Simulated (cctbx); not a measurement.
## Accept or mend?

Cell a = 8.6970 Å, b = 8.6970 Å, c = 12.1310 Å, α = 90.00°, β = 90.00°, γ = 120.00°; space group R-3m (no. 166). The compound is La2Fe17H3.

Simulated single-crystal data (cctbx): Mo Kα, λ = 0.71073 Å, to d = 0.7 Å, 80 % of the full sphere, strongest reflection 40000 counts, noise from counting, a 6 % proportional error and a noise floor of 8 counts (s.d.); no absorption.

An anisotropic refinement with weights 1/σ² prints:

```text
Rint 0.050, 327 unique reflections to 0.70 A
cycle     R1     wR2    GooF  max shift (A)
   1  0.1000  0.2770   8.509   0.00445
   2  0.0433  0.1393   4.278   0.00004
final R1 0.0433 wR2 0.1393 GooF 4.278  parameters 22  data/parameter 14.9
atom        x        y        z      Ueq    occ   su(xyz)  su(Uiso or U11)
La1    0.33333  0.66667  0.00858   0.0180  1.000  0.00010  0.0005
Se1    0.33333  0.66667  0.76291   0.0457  1.000  0.00034  0.0012
Fe1    0.99772  0.49886  0.15441   0.0201  1.000  0.00025  0.0009
Fe2    0.71417  0.71417  0.00000   0.0243  1.000  0.00027  0.0008
Fe3    0.33333  0.16667  0.16667   0.0277  1.000  0.00000  0.0014
H1     0.00000  0.50000  0.00000   0.1375  1.000  0.00000  0.2551
difference map: max 4.54 min -4.29 rms 0.54
Q1    0.0000  0.0000  0.3352    6    4.55  0.08 A from La1
Q2    0.0219  0.5110  0.8354   18    2.14  0.19 A from Fe1
Q3    0.0000  0.5000  0.5000    9    1.99  0.00 A from Fe3
Q4    0.0000  0.2587  0.0000   18    1.56  0.24 A from Fe2
Q5    0.0000  0.3319  0.0000   18    0.94  0.40 A from Fe2
Q6    0.0000  0.0000  0.0000    3    0.91  1.17 A from Se1
```

Q: Accept it or mend it, and why?

Mend it. The fault: wrong element: Se1 is Fe. Against the right model at the same level, R1 goes from 0.0146 to 0.0433 and GooF from 1.00 to 4.28, U of Se1 swells from 0.0292 to 0.0457 Å², the top difference peak, 4.5 e/Å³, lies on La1 and a hole of -4.3 e/Å³ opens. Se1 has 8 electrons too many and its U swells to shed them, as expected.

The compound is La2Fe17H3. The right model at the same level gives:

```text
Rint 0.050, 327 unique reflections to 0.70 A
cycle     R1     wR2    GooF  max shift (A)
   1  0.0147  0.0330   1.015   0.00006
   2  0.0146  0.0326   1.001   0.00000
final R1 0.0146 wR2 0.0326 GooF 1.001  parameters 22  data/parameter 14.9
atom        x        y        z      Ueq    occ   su(xyz)  su(Uiso or U11)
La1    0.33333  0.66667  0.00853   0.0200  1.000  0.00002  0.0001
Fe1    0.33333  0.66667  0.76254   0.0292  1.000  0.00008  0.0003
Fe2    0.99759  0.49880  0.15461   0.0220  1.000  0.00006  0.0002
Fe3    0.71434  0.71434  0.00000   0.0265  1.000  0.00006  0.0002
Fe4    0.33333  0.16667  0.16667   0.0294  1.000  0.00000  0.0003
H1     0.00000  0.50000  0.00000   0.1386  1.000  0.00000  0.0574
difference map: max 0.75 min -0.75 rms 0.17
Q1    0.0000  0.0000  0.0000    3    0.75  1.16 A from Fe1
Q2    0.0947  0.1894  0.5799   18    0.51  1.57 A from Fe2
Q3    0.0771  0.5385  0.3265   18    0.51  1.56 A from Fe3
Q4    0.1073  0.2145  0.2437   18    0.50  1.18 A from Fe2
Q5    0.0973  0.1946  0.4653   18    0.49  1.10 A from Fe2
Q6    0.0000  0.0000  0.4599    6    0.49  1.43 A from La1
```

This is a model crystal, built by substitution and not relaxed, with assumed displacement parameters.

[Middle refinement cycles are left out of these outputs.]

[Logs are printed without paths, hosts, clocks, repeated set-up lines and the standing remarks that a program may print on its own settings, such as how far it seeks lower states.]
